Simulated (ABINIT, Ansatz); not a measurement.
# Tc (P6_3/mmc): phonons by linear response

How does Tc (P6_3/mmc) vibrate, and is this structure a minimum?

Program: ABINIT 10.8.3. Level of theory: DFT LDA, scalar-relativistic, plane waves, PseudoDojo norm-conserving pseudopotentials. Results are calculated unless marked as measured.

### 1. Starting point

Symmetry: P6_3/mmc, No. 194, hexagonal system. The conventional cell has a = 2.740 Å, b = 2.740 Å, c = 4.398 Å, α = 90.00°, β = 90.00°, γ = 120.00°. Nearest to Tc lie 12 Tc at 2.71 to 2.74 Å.

### 2. A first look

A first run with smearing and empty bands tells whether the crystal has a gap, which decides between fixed occupations and smearing later on.

Input file probe.abi:

```
# ground state
tolvrs 1.0d-08
prtden 1
prtwf 1

# basis, mesh and filling
ecut 38.0
ngkpt 9 9 4
nshiftk 1
shiftk 0.0 0.0 0.0
istwfk *1
occopt 7
tsmear 0.005
nband 23
nstep 100
diemac 9.0
prtebands 0
prtgsr 0

# cell and atoms
acell 5.177849582 5.177849582 8.311015496
rprim 
    1.0 0.0 0.0
    -0.5 0.8660254038 0.0
    0.0 0.0 1.0
ntypat 1
znucl 43
natom 2
typat 1 1
xred 
    1/3 2/3 0.25
    2/3 1/3 0.75
pp_dirpath "./pseudo"
pseudos "Tc.upf"
```

The run is started by

```console
> OMP_NUM_THREADS=1 mpirun -n 16 abinit probe.abi > probe.log
```

Numbers of over 12 decimals in the logs are rounded to 6 here.

probe.abo, the main output file:

```text
[banners, grids, parts of the stress and lines that vanish by symmetry left out]
- input  file    -> probe.abi
- output file    -> probe.abo
- root for input  files -> probei
[...]
Symmetries : space group P6_3/m m c (#194); Bravais hP (primitive hexag.)
[...]
mpw =        2196          nfft =       43200          nkpt =          36
[...]
== DATASET  1 ==================================================================
[...]
-    --> not optimal distribution: autoparal keyword recommended in input file <--
[...]
cutoff_energies: {ecut:  38.0, pawecutdg:  -1.0, }
[...]
ETOT  1  -169.75454170880    -1.698E+02 1.737E-01 5.057E+01
 ETOT  2  -169.83901384712    -8.447E-02 1.886E-02 2.815E+01
 ETOT  3  -169.84731306388    -8.299E-03 2.677E-03 1.143E-02
 ETOT  4  -169.84731958180    -6.518E-06 2.824E-03 2.484E-04
 ETOT  5  -169.84731964887    -6.707E-08 1.524E-03 2.892E-05
 ETOT  6  -169.84731965963    -1.076E-08 7.407E-04 1.506E-08
 ETOT  7  -169.84731965964    -4.263E-12 4.129E-04 8.747E-11
 At SCF step    7       vres2   =  8.75E-11 < tolvrs=  1.00E-08 =>converged.
[...]
sigma(1 1)=  3.68367233E-04  sigma(3 2)=  0.00000000E+00
  sigma(2 2)=  3.68367232E-04  sigma(3 1)=  0.00000000E+00
  sigma(3 3)=  5.03078157E-04  sigma(2 1)=  0.00000000E+00
[...]
convergence: {deltae: -4.263E-12, res2:  8.747E-11, residm:  4.129E-04, diffor: null, }
etotal    :  -1.69847320E+02
[...]
sigma(1 1)=  3.68367233E-04  sigma(3 2)=  0.00000000E+00
  sigma(2 2)=  3.68367232E-04  sigma(3 1)=  0.00000000E+00
  sigma(3 3)=  5.03078157E-04  sigma(2 1)=  0.00000000E+00
[...]
- sigma(1 1)=  1.08377382E+01  sigma(3 2)=  0.00000000E+00
- sigma(2 2)=  1.08377381E+01  sigma(3 1)=  0.00000000E+00
- sigma(3 3)=  1.48010704E+01  sigma(2 1)=  0.00000000E+00
[...]
fcart      3.6402209573E-28 -1.5012018211E-28 -0.0000000000E+00
           strten      3.6836723281E-04  3.6836723189E-04  5.0307815656E-04
================================================================================

[key lines of the parts left out:]
pressure_GPa:  -1.2159E+01
```

Wall time 8.4 s (16 MPI ranks of Arm Neoverse N1, shared host).

Numbers from this step:

| Item | Value |
| --- | --- |
| volume per atom | 14.30 Å³ |
| pressure | -12.16 GPa |
| gap on the k-mesh | 0 eV |

No gap opens on this mesh, so smearing is kept; the printed pressure holds the stress of the finite basis too.

### 3. Relaxing the cell and atoms

The harmonic expansion needs vanishing forces, and a free crystal bears no stress, so cell and atoms are brought to rest. Stress is more sensitive to the basis than forces are: the last 3 Ha under the cutoff are smoothed with ecutsm, and the cutoff is raised above that of the later runs.

Input file relax.abi:

```
# relaxation
ionmov 2
optcell 2
dilatmx 1.08
ntime 40
tolmxf 1.0d-05
tolvrs 1.0d-14
prtwf 0
prtden 0
chksymtnons 0

# basis, mesh and filling
ecut 47.0
ecutsm 3.0
ngkpt 12 12 6
nshiftk 1
shiftk 0.0 0.0 0.0
istwfk *1
occopt 7
tsmear 0.01
nband 23
nstep 100
diemac 1000000.0
prtebands 0
prtgsr 0

# cell and atoms
acell 5.177849582 5.177849582 8.311015496
rprim 
    1.0 0.0 0.0
    -0.5 0.8660254038 0.0
    0.0 0.0 1.0
ntypat 1
znucl 43
natom 2
typat 1 1
xred 
    1/3 2/3 0.25
    2/3 1/3 0.75
pp_dirpath "./pseudo"
pseudos "Tc.upf"
```

The run is started by

```console
> OMP_NUM_THREADS=1 mpirun -n 16 abinit relax.abi > relax.log
```

relax.abo, the main output file:

```text
[banners, grids, parts of the stress and lines that vanish by symmetry left out]
- input  file    -> relax.abi
- output file    -> relax.abo
- root for input  files -> relaxi
[...]
Symmetries : space group P6_3/m m c (#194); Bravais hP (primitive hexag.)
[...]
mpw =        3771          nfft =       77760          nkpt =          76
[...]
== DATASET  1 ==================================================================
[...]
cutoff_energies: {ecut:  47.0, pawecutdg:  -1.0, }
[...]
ETOT  1  -169.75431517580    -1.698E+02 1.443E-01 8.600E+01
 ETOT  2  -169.84316135150    -8.885E-02 1.716E-02 3.651E+01
 ETOT  3  -169.84911298182    -5.952E-03 6.739E-03 2.526E-03
 ETOT  4  -169.84911660864    -3.627E-06 2.480E-03 1.176E-04
 ETOT  5  -169.84911662841    -1.977E-08 1.195E-03 7.492E-06
[...]
At SCF step    9       vres2   =  1.76E-15 < tolvrs=  1.00E-14 =>converged.
[...]
sigma(1 1)=  3.62483984E-04  sigma(3 2)=  0.00000000E+00
  sigma(2 2)=  3.62483983E-04  sigma(3 1)=  0.00000000E+00
  sigma(3 3)=  4.35561666E-04  sigma(2 1)=  0.00000000E+00
[...]
convergence: {deltae:  3.524E-12, res2:  1.759E-15, residm:  5.981E-04, diffor: null, }
etotal    :  -1.69849117E+02
[...]
ETOT  1  -169.83672096253    -1.698E+02 2.606E+03 9.388E+01
[...]
At SCF step    9       vres2   =  5.70E-16 < tolvrs=  1.00E-14 =>converged.
[...]
sigma(1 1)= -1.30639009E-06  sigma(3 2)=  0.00000000E+00
  sigma(2 2)= -1.30639107E-06  sigma(3 1)=  0.00000000E+00
  sigma(3 3)=  4.30163323E-05  sigma(2 1)=  0.00000000E+00
[...]
convergence: {deltae: -1.307E-12, res2:  5.699E-16, residm:  2.887E-05, diffor: null, }
etotal    :  -1.69850503E+02
[...]
ETOT  1  -169.85047151301    -1.699E+02 3.809E-03 2.584E-01
[...]
At SCF step    8       vres2   =  9.76E-16 < tolvrs=  1.00E-14 =>converged.
[...]
sigma(1 1)= -1.10815435E-05  sigma(3 2)=  0.00000000E+00
  sigma(2 2)= -1.10815445E-05  sigma(3 1)=  0.00000000E+00
  sigma(3 3)=  1.61149323E-05  sigma(2 1)=  0.00000000E+00
[...]
convergence: {deltae:  9.948E-13, res2:  9.765E-16, residm:  2.019E-06, diffor: null, }
etotal    :  -1.69850510E+02
[...]
ETOT  1  -169.85048616645    -1.699E+02 1.933E-03 1.712E-01
[...]
At SCF step    8       vres2   =  5.58E-17 < tolvrs=  1.00E-14 =>converged.
[...]
sigma(1 1)= -6.56540353E-06  sigma(3 2)=  0.00000000E+00
  sigma(2 2)= -6.56540451E-06  sigma(3 1)=  0.00000000E+00
  sigma(3 3)= -2.09598670E-07  sigma(2 1)=  0.00000000E+00
[...]
convergence: {deltae: -3.041E-12, res2:  5.584E-17, residm:  1.552E-06, diffor: null, }
etotal    :  -1.69850514E+02
[...]
ETOT  1  -169.85051074951    -1.699E+02 3.418E-03 2.009E-02
[...]
At SCF step    7       vres2   =  9.19E-15 < tolvrs=  1.00E-14 =>converged.
[...]
sigma(1 1)= -1.17666801E-06  sigma(3 2)=  0.00000000E+00
  sigma(2 2)= -1.17666899E-06  sigma(3 1)=  0.00000000E+00
  sigma(3 3)= -9.82127720E-07  sigma(2 1)=  0.00000000E+00
[...]
convergence: {deltae: -2.018E-12, res2:  9.194E-15, residm:  3.844E-07, diffor: null, }
etotal    :  -1.69850514E+02
[...]
ETOT  1  -169.85051389537    -1.699E+02 3.370E-07 6.161E-04
[...]
At SCF step    7       vres2   =  1.30E-15 < tolvrs=  1.00E-14 =>converged.
[...]
sigma(1 1)= -5.46221882E-08  sigma(3 2)=  0.00000000E+00
  sigma(2 2)= -5.46231674E-08  sigma(3 1)=  0.00000000E+00
  sigma(3 3)= -1.25250764E-07  sigma(2 1)=  0.00000000E+00
[...]
convergence: {deltae:  5.969E-13, res2:  1.297E-15, residm:  5.835E-07, diffor: null, }
etotal    :  -1.69850514E+02
[...]
ETOT  1  -169.85051398591    -1.699E+02 5.081E-07 5.146E-06
[...]
ETOT  5  -169.85051398667     1.648E-12 1.389E-07 1.162E-12
 ETOT  6  -169.85051398667    -7.958E-13 3.452E-07 1.950E-15
 At SCF step    6       vres2   =  1.95E-15 < tolvrs=  1.00E-14 =>converged.
[...]
sigma(1 1)=  1.05330997E-09  sigma(3 2)=  0.00000000E+00
  sigma(2 2)=  1.05233080E-09  sigma(3 1)=  0.00000000E+00
  sigma(3 3)= -4.51316043E-09  sigma(2 1)=  0.00000000E+00
[...]
convergence: {deltae: -7.958E-13, res2:  1.950E-15, residm:  3.452E-07, diffor: null, }
etotal    :  -1.69850514E+02
[...]
At Broyd/MD step   7, gradients are converged :
[...]
sigma(1 1)=  1.05330997E-09  sigma(3 2)=  0.00000000E+00
  sigma(2 2)=  1.05233080E-09  sigma(3 1)=  0.00000000E+00
  sigma(3 3)= -4.51316043E-09  sigma(2 1)=  0.00000000E+00
[...]
- sigma(1 1)=  3.09894492E-05  sigma(3 2)=  0.00000000E+00
- sigma(2 2)=  3.09606409E-05  sigma(3 1)=  0.00000000E+00
- sigma(3 3)= -1.32781764E-04  sigma(2 1)=  0.00000000E+00
[...]
fcart      1.5759663056E-28  9.0988457077E-29 -0.0000000000E+00
           strten      1.0533099705E-09  1.0523307954E-09 -4.5131604322E-09
================================================================================

[key lines of the parts left out:]
pressure_GPa:   2.3611E-05
Total energy (etotal) [Ha]= -1.69850513986671E+02
```

It took 2.2 min on 16 MPI ranks.

The steps of the relaxation:

```
step  energy less that of the first step (eV)  largest force (eV/Å)  volume (Å³)
   1                                   0.0000                0.0000        28.59
   2                                  -0.0377                0.0000        27.61
   3                                  -0.0379                0.0000        27.57
   4                                  -0.0380                0.0000        27.57
   5                                  -0.0380                0.0000        27.58
   6                                  -0.0380                0.0000        27.58
   7                                  -0.0380                0.0000        27.58
```

```
conventional cell, symmetrised  before  after  change
                         a (Å)   2.740  2.712  -1.0 %
                         b (Å)   2.740  2.712  -1.0 %
                         c (Å)   4.398  4.329  -1.6 %
              volume (Å³/atom)   14.30  13.79  -3.5 %
```

The relaxed structure:

```cif
data_structure
_symmetry_space_group_name_H-M 'P 1'
_symmetry_Int_Tables_number 1
_cell_length_a 2.7124
_cell_length_b 2.7124
_cell_length_c 4.3286
_cell_angle_alpha 90.000
_cell_angle_beta 90.000
_cell_angle_gamma 120.000
_cell_volume 27.58
loop_
_atom_site_label
_atom_site_type_symbol
_atom_site_fract_x
_atom_site_fract_y
_atom_site_fract_z
_atom_site_occupancy
Tc1 Tc 0.33333 0.66667 0.25000 1
Tc2 Tc 0.66667 0.33333 0.75000 1
```

This step gave:

```
volume per atom : 13.79 Å³
pressure        : 2.36e-5 GPa
```

The volume changes by -3.5 % in this run and stands -3.5 % from the first cell.

### 4. Ground state

The response is built on these wavefunctions, so the potential is converged far more tightly than an energy would need. Smearing stays on, as the first look found no gap above 0.3 eV.

Input file gs.abi:

```
# ground state
tolvrs 1.0d-16
prtden 1
prtwf 1

# basis, mesh and filling
ecut 38.0
ngkpt 12 12 6
nshiftk 1
shiftk 0.0 0.0 0.0
istwfk *1
occopt 7
tsmear 0.01
nband 23
nstep 100
diemac 1000000.0
prtebands 0
prtgsr 0

# cell and atoms
acell 5.125703285 5.125703285 8.179959573
rprim 
    1.0 0.0 0.0
    -0.5 0.8660254038 0.0
    0.0 0.0 1.0
ntypat 1
znucl 43
natom 2
typat 1 1
xred 
    1/3 2/3 0.25
    2/3 1/3 0.75
pp_dirpath "./pseudo"
pseudos "Tc.upf"
```

The run is started by

```console
> OMP_NUM_THREADS=1 mpirun -n 16 abinit gs.abi > gs.log
```

gs.abo, the main output file:

```text
[banners, grids, parts of the stress and lines that vanish by symmetry left out]
- input  file    -> gs.abi
- output file    -> gs.abo
- root for input  files -> gsi
[...]
Symmetries : space group P6_3/m m c (#194); Bravais hP (primitive hexag.)
[...]
mpw =        2100          nfft =       43200          nkpt =          76
[...]
== DATASET  1 ==================================================================
[...]
cutoff_energies: {ecut:  38.0, pawecutdg:  -1.0, }
[...]
ETOT  1  -169.76430797478    -1.698E+02 2.698E-01 4.676E+01
 ETOT  2  -169.84483780306    -8.053E-02 2.053E-02 1.895E+01
 ETOT  3  -169.85023871974    -5.401E-03 1.150E-02 3.618E-03
 ETOT  4  -169.85024326368    -4.544E-06 4.841E-03 4.799E-05
 ETOT  5  -169.85024327525    -1.157E-08 2.750E-03 2.371E-06
[...]
ETOT  9  -169.85024327610     7.958E-13 2.855E-04 8.623E-16
 ETOT 10  -169.85024327610     9.379E-13 1.272E-04 1.000E-17
 At SCF step   10       vres2   =  1.00E-17 < tolvrs=  1.00E-16 =>converged.
[...]
sigma(1 1)=  2.23258575E-05  sigma(3 2)=  0.00000000E+00
  sigma(2 2)=  2.23258566E-05  sigma(3 1)=  0.00000000E+00
  sigma(3 3)=  2.25416706E-05  sigma(2 1)=  0.00000000E+00
[...]
convergence: {deltae:  9.379E-13, res2:  1.000E-17, residm:  1.272E-04, diffor: null, }
etotal    :  -1.69850243E+02
[...]
sigma(1 1)=  2.23258575E-05  sigma(3 2)=  0.00000000E+00
  sigma(2 2)=  2.23258566E-05  sigma(3 1)=  0.00000000E+00
  sigma(3 3)=  2.25416706E-05  sigma(2 1)=  0.00000000E+00
[...]
- sigma(1 1)=  6.56849406E-01  sigma(3 2)=  0.00000000E+00
- sigma(2 2)=  6.56849378E-01  sigma(3 1)=  0.00000000E+00
- sigma(3 3)=  6.63198845E-01  sigma(2 1)=  0.00000000E+00
[...]
fcart      5.2532210185E-29 -9.0988457073E-29 -6.4292160059E-31
           strten      2.2325857537E-05  2.2325856558E-05  2.2541670571E-05
================================================================================

[key lines of the parts left out:]
pressure_GPa:  -6.5897E-01
```

The job ended after 15 s (16 MPI ranks; 4 min of CPU time).

This step gave:

| Quantity | Value |
| --- | --- |
| pressure | -0.6590 GPa |

The cell stands at -0.66 GPa: the relaxation ran with a smoothed and higher cutoff, and the difference is a stress of the finite basis.

(Continued in part 2 of 4.)

[Host names and launcher messages were left out of these logs when they were recorded.]

[Logs are printed without paths, hosts, clocks, repeated set-up lines and the standing remarks that a program may print on its own settings, such as how far it seeks lower states.]

[Hosts, paths, dates, database ids (printed as entryN), source tags and the programs' standing remarks are cut or masked in the printed files.]
